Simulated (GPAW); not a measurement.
# Near-edge structure at the Se K edge of TiSe (Pnma)

What does one-electron theory with a core hole give for the Se K edge of TiSe (Pnma)?

Method: X-ray absorption from dipole matrix elements to empty bands, plane-wave PAW LDA, in GPAW 26.7.0.

## 1. Set-up

It takes space group Pnma (No. 62, orthorhombic). The conventional cell has a = 6.462 Å, b = 3.494 Å, c = 6.222 Å, α = 90.00°, β = 90.00°, γ = 90.00°. Nearest to Se lie 6 Ti at 2.52 to 2.78 Å. Nearest to Ti lie 6 Se at 2.52 to 2.78 Å. Farther neighbours and most contacts between anions are not listed.

As a file:

```xyz
8
Lattice="6.4620 0.0000 0.0000 0.0000 3.4940 0.0000 0.0000 0.0000 6.2220" Properties=species:S:1:pos:R:3 pbc="T T T"
Se    5.0404    2.6205    3.6088
Se    4.6526    0.8735    0.4978
Se    1.8094    2.6205    5.7242
Se    1.4216    0.8735    2.6132
Ti    6.3974    2.6205    1.1822
Ti    3.2956    0.8735    4.2932
Ti    3.1664    2.6205    1.9288
Ti    0.0646    0.8735    5.0398
```

## 2. Ground state of the crystal

A plain self-consistent run shows whether there is a gap, which decides the set-up of the core-hole run.

Input file scf.py:

```python
import numpy as np
from ase import Atoms
from ase.parallel import parprint, paropen
from gpaw import GPAW, PW, FermiDirac, Mixer, MixerDif, setup_paths
from gpaw.test import gen
setup_paths.insert(0, '.')
gen('Se', name='nch1s', xcname='LDA', corehole=(1, 0, 0), write_xml=True)
from gpaw.mpi import world
world.barrier()

atoms = Atoms('Se4Ti4',
    cell=[[6.462, 0, 0],
     [0, 3.494, 0],
     [0, 0, 6.222]],
    scaled_positions=[[0.78, 0.75, 0.58],
     [0.72, 0.25, 0.08],
     [0.28, 0.75, 0.92],
     [0.22, 0.25, 0.42],
     [0.99, 0.75, 0.19],
     [0.51, 0.25, 0.69],
     [0.49, 0.75, 0.31],
     [0.01, 0.25, 0.81]],
    pbc=True)
atoms.calc = calc = GPAW(legacy_gpaw=True, mode=PW(430), xc='LDA', setups={0: 'nch1s'},
    kpts={'size': (4, 7, 4), 'gamma': True}, occupations=FermiDirac(0.05),
    charge=0, mixer=Mixer(0.1, 5, 50), maxiter=150,
    convergence={'density': 0.0001}, txt='scf.txt')
energy = atoms.get_potential_energy() + calc.get_reference_energy()
ef = calc.get_fermi_level()
out = dict(energy=energy, fermi=ef, forces=atoms.get_forces().tolist())
parprint(f'all-electron energy {energy:.4f} eV, Fermi level {ef:.4f} eV')
ev = np.array([[calc.get_eigenvalues(k, s) for k in range(len(calc.get_ibz_k_points()))] for s in range(calc.get_number_of_spins())])
out['homo'], out['lumo'], out['counts'] = ev[ev < ef].max(), ev[ev > ef].min(), sorted(set((ev < ef).sum((0, 2)).tolist()))
out['filled'] = (ev[:, 0] < ef).sum(1).tolist()
import json
with paropen('out.json', 'w') as f:
    json.dump(out, f)
```

Run with:

```sh
> OMP_NUM_THREADS=1 mpirun -n 4 gpaw python scf.py
```

Numbers of over 12 decimals in the logs are rounded to 6 here.

Output:

```text
Input parameters:
  convergence: {density: 0.0001}
  kpts: {gamma: True,
         size: (4, 7, 4)}
  maxiter: 150
  mixer: {backend: pulay,
          beta: 0.1,
          method: separate,
          nmaxold: 5,
          weight: 50}
  mode: {ecut: 430.0,
         name: pw}
  occupations: {fixmagmom: False,
                name: fermi-dirac,
                width: 0.05}
  setups: {0: nch1s}

Initialize ...

[... PAW data sets ...]

Reference energy: -356764.490793  # eV

Spin-paired calculation

[... convergence settings ...]
Symmetries present (total): 1
  [... symmetry matrices ...]

112 k-points: 4 x 7 x 4 Monkhorst-Pack grid + [1/8,0.000000,1/8]
58 k-points in the irreducible part of the Brillouin zone
       k-points in crystal coordinates                weights
   0:     0.00000000    0.00000000    0.00000000          1/112
   1:     0.00000000    0.00000000    0.25000000          2/112
   2:     0.00000000    0.00000000    0.50000000          1/112
   3:     0.00000000    0.14285714   -0.25000000          2/112
   4:     0.00000000    0.14285714    0.00000000          2/112
   5:     0.00000000    0.14285714    0.25000000          2/112
   6:     0.00000000    0.14285714    0.50000000          2/112
   7:     0.00000000    0.28571429   -0.25000000          2/112
   8:     0.00000000    0.28571429    0.00000000          2/112
   9:     0.00000000    0.28571429    0.25000000          2/112
          ...
  57:     0.50000000    0.42857143    0.50000000          2/112

Wave functions: Plane wave expansion
  Cutoff energy: 430.000 eV
  Number of coefficients (min, max): 2810, 2872
  Pulay-stress correction: 0.000000 eV/Ang^3 (de/decut=0.000000)
  Using FFTW library
  Wavefunction extrapolation:
    Improved wavefunction reuse through dual PAW basis

Occupation numbers: Fermi-Dirac:
  width: 0.0500  # eV

Eigensolver
   Davidson(niter=2)

Densities:
  Coarse grid: 32*18*30 grid
  Fine grid: 64*36*60 grid
  Total Charge: 0.000000

Density mixing:
  Method: separate
  Backend: pulay
  Linear mixing parameter: 0.1
  old densities: 5
  Width of damping distribution: 1.1
  Damping of long wavelength oscillations: 50

[... Hamiltonian set-up ...]
Number of atoms: 8
Number of atomic orbitals: 68
Number of bands in calculation: 48
Number of valence electrons: 72
Bands to converge: occupied

... initialized

Initializing position-dependent things.

Density initialized from atomic densities
Creating initial wave functions:
  48 bands from LCAO basis set

Positions:
   0 Se     5.040360    2.620500    3.608760    ( 0.0000,  0.0000,  0.0000)
   1 Se     4.652640    0.873500    0.497760    ( 0.0000,  0.0000,  0.0000)
   2 Se     1.809360    2.620500    5.724240    ( 0.0000,  0.0000,  0.0000)
   3 Se     1.421640    0.873500    2.613240    ( 0.0000,  0.0000,  0.0000)
   4 Ti     6.397380    2.620500    1.182180    ( 0.0000,  0.0000,  0.0000)
   5 Ti     3.295620    0.873500    4.293180    ( 0.0000,  0.0000,  0.0000)
   6 Ti     3.166380    2.620500    1.928820    ( 0.0000,  0.0000,  0.0000)
   7 Ti     0.064620    0.873500    5.039820    ( 0.0000,  0.0000,  0.0000)

Unit cell:
           periodic     x           y           z      points  spacing
  1. axis:    yes    6.462000    0.000000    0.000000    32     0.2019
  2. axis:    yes    0.000000    3.494000    0.000000    18     0.1941
  3. axis:    yes    0.000000    0.000000    6.222000    30     0.2074

  Lengths:   6.462000   3.494000   6.222000
  Angles:   90.000000  90.000000  90.000000

Effective grid spacing dv^(1/3) = 0.2011

iter:   1   -56.670245
iter:   2   -56.562523   -1.03  -1.36
iter:   3   -56.182529   -1.57  -1.41
iter:   4   -56.125571   -1.48  -1.61
iter:   5   -56.107168   -2.39  -1.90
iter:   6   -56.104964c  -3.28  -2.65
iter:   7   -56.105206c  -2.89  -2.73
iter:   8   -56.102918c  -4.06  -2.92
iter:   9   -56.104126c  -3.15  -2.98
iter:  10   -56.102791c  -3.67  -3.00
iter:  11   -56.102776c  -4.51  -3.53
iter:  12   -56.102589c  -4.93  -3.48
iter:  13   -56.102596c  -4.59  -3.58
iter:  14   -56.102575c  -5.31  -3.60
iter:  15   -56.102568c  -6.01  -3.94
iter:  16   -56.102596c  -5.29  -4.03c
iter:  17   -56.102572c  -5.88  -4.12c
iter:  18   -56.102572c  -6.50  -5.00c
iter:  19   -56.102572c  -7.48c -4.94c

Converged after 19 iterations.

Dipole moment: (-0.000000, -0.000000, 0.000000) |e|*Ang

Energy contributions relative to reference atoms: (reference = -356764.490793)

Kinetic:        +58.880426
Potential:      -53.790162
External:        +0.000000
XC:             -60.731642
Entropy (-ST):   -0.037067
Local:           -0.442662
SIC:             +0.000000
--------------------------
Free energy:    -56.121106
Extrapolated:   -56.102572

Showing only first 2 kpts
 Kpt  Band  Eigenvalues  Occupancy
  0    34      8.97743    1.99932
  0    35      9.05420    1.99685
  0    36      9.41177    0.66337
  0    37      9.81554    0.00031

  1    34      9.03245    1.99796
  1    35      9.13459    1.98436
  1    36      9.63215    0.01202
  1    37      9.71000    0.00255

Fermi level: 9.37674

No gap
No difference between direct/indirect transitions

Forces in eV/Ang:
  0 Se    0.21774    0.00000   -0.00034
  1 Se   -0.21772    0.00000   -0.00034
  2 Se    0.21772   -0.00000    0.00034
  3 Se   -0.21774   -0.00000    0.00034
  4 Ti    0.24001    0.00000    0.33273
  5 Ti   -0.24001   -0.00000    0.33273
  6 Ti    0.24001   -0.00000   -0.33273
  7 Ti   -0.24001    0.00000   -0.33272
Scalar-relativistic atomic LDA calculation for Se (Selenium, Z=34)
Core hole in 1s state (1s occupation: 2.0)
600 radial gridpoints.
|------------------------------------------------|
|------------------------------------------------|
[... the atom generator's iteration count ...]

Energy contributions:
-------------------------
Kinetic:    +2473.673807
XC:           -84.568572
Potential:  -4815.191637
-------------------------
Total:      -2426.086403

state      eigenvalue         ekin         rmax
-----------------------------------------------
1s^2.0 :  -458.454063   585.610500        0.029
2s^2.0 :   -58.944272   113.958427        0.165
2p^6.0 :   -51.926385   111.024402        0.132
3s^2.0 :    -7.811225    26.858720        0.503
3p^6.0 :    -5.612216    24.321149        0.500
3d^10.0:    -1.962010    19.216000        0.451
4s^2.0 :    -0.642093     3.714776        1.502
4p^4.0 :    -0.244602     2.288913        1.798
-----------------------------------------------
(units: Bohr and Hartree)

Generating PAW setup
Kinetic energy of the core from tauc = 2487.595922
Cutoffs:
rc(s)=1.600
rc(p)=1.900
rc(d)=1.600
rc(vbar)=1.440
rc(comp)=1.600
rc(nct)=1.900

Kinetic energy of the core states: 2457.088603
Charge: 0.0
Core electrons: 28.0
Valence electrons: 6.0
Pseudo-core charge: 1.089569
Shape function alpha=3.906
Pseudo-electron charge 7.390631
state    eigenvalue         norm
--------------------------------
4s(2) :    -0.642093     1.095786
*s    :     0.357907
4p(4) :    -0.244602     1.027373
*p    :     0.755398
*d    :     0.000000
--------------------------------

Diagonalizing with gridspacing h=0.050

state   all-electron     PAW
-------------------------------
4s:      -0.642093    -0.642657
4p:      -0.244602    -0.244988
*d:                    0.040490
*f:                    0.073581
-------------------------------
all-electron energy -356820.5934 eV, Fermi level 9.3767 eV
```

Wall time 44 s (4 MPI ranks of Arm Neoverse V2, shared host); peak memory 0.25 GiB.

The mesh shows no gap, so the system is treated as a metal and the core electron is put at the Fermi level (neutral cell).

## 3. Supercell without a hole, the energy reference

The photon energy needs a difference of total energies, so the cell and mesh of the coming hole run are first run without a hole.

Changes to scf.py since step 2:

```diff
@@ -10,17 +10,25 @@
 
-atoms = Atoms('Se4Ti4',
-    cell=[[6.462, 0, 0],
-     [0, 3.494, 0],
-     [0, 0, 6.222]],
-    scaled_positions=[[0.78, 0.75, 0.58],
-     [0.72, 0.25, 0.08],
-     [0.28, 0.75, 0.92],
-     [0.22, 0.25, 0.42],
-     [0.99, 0.75, 0.19],
-     [0.51, 0.25, 0.69],
-     [0.49, 0.75, 0.31],
-     [0.01, 0.25, 0.81]],
+atoms = Atoms('Se8Ti8',
+    cell=[[0, 6.988, 0],
+     [0, -3.494, -6.222],
+     [-6.462, 3.494, 0]],
+    scaled_positions=[[0.475, 0.42, 0.22],
+     [0.975, 0.42, 0.22],
+     [0.445, 0.92, 0.28],
+     [0.945, 0.92, 0.28],
+     [0.055, 0.08, 0.72],
+     [0.555, 0.08, 0.72],
+     [0.025, 0.58, 0.78],
+     [0.525, 0.58, 0.78],
+     [0.775, 0.81, 0.01],
+     [0.275, 0.81, 0.01],
+     [0.035, 0.31, 0.49],
+     [0.535, 0.31, 0.49],
+     [0.465, 0.69, 0.51],
+     [0.965, 0.69, 0.51],
+     [0.725, 0.19, 0.99],
+     [0.225, 0.19, 0.99]],
     pbc=True)
 atoms.calc = calc = GPAW(legacy_gpaw=True, mode=PW(430), xc='LDA', setups={0: 'nch1s'},
-    kpts={'size': (4, 7, 4), 'gamma': True}, occupations=FermiDirac(0.05),
+    kpts={'size': (3, 3, 3), 'gamma': True}, occupations=FermiDirac(0.1),
     charge=0, mixer=Mixer(0.1, 5, 50), maxiter=150,
```

Output:

```text
Input parameters:
  convergence: {density: 0.0001}
  kpts: {gamma: True,
         size: (3, 3, 3)}
  maxiter: 150
  mixer: {backend: pulay,
          beta: 0.1,
          method: separate,
          nmaxold: 5,
          weight: 50}
  mode: {ecut: 430.0,
         name: pw}
  occupations: {fixmagmom: False,
                name: fermi-dirac,
                width: 0.1}
  setups: {0: nch1s}

Initialize ...

[...]
4s(2) :    -0.642093     1.095786
*s    :     0.357907
4p(4) :    -0.244602     1.027373
*p    :     0.755398
*d    :     0.000000
--------------------------------

Diagonalizing with gridspacing h=0.050

state   all-electron     PAW
-------------------------------
4s:      -0.642093    -0.642657
4p:      -0.244602    -0.244988
*d:                    0.040490
*f:                    0.073581
-------------------------------
all-electron energy -713641.2155 eV, Fermi level 9.3604 eV
[key lines of the parts left out:]
Converged after 25 iterations.
Dipole moment: (-0.000000, 0.000000, 0.000000) |e|*Ang
Free energy:   -112.384442
Fermi level: 9.36040
```

Wall time 97 s (4 MPI ranks); peak memory 0.35 GiB.

Reference energy: -713641.216 eV with the cores included.

[end of part 1 of 3]

[Banner, clock and machine lines of the logs are left out without a mark of their own.]

[Logs are printed without paths, hosts, clocks, repeated set-up lines and the standing remarks that a program may print on its own settings, such as how far it seeks lower states.]

[Hosts, paths, dates, database ids (printed as entryN), source tags and the programs' standing remarks are cut or masked in the printed files.]

[Lists of maxima count a maximum above −3 eV only where it reaches 4 % of the highest in the window and stands out from its surroundings by 2 % of it (1.5 % where it reaches 55 %); shoulders and weaker maxima are passed over, and of the rest the first, up to two pre-edge ones and the few strongest are named.]
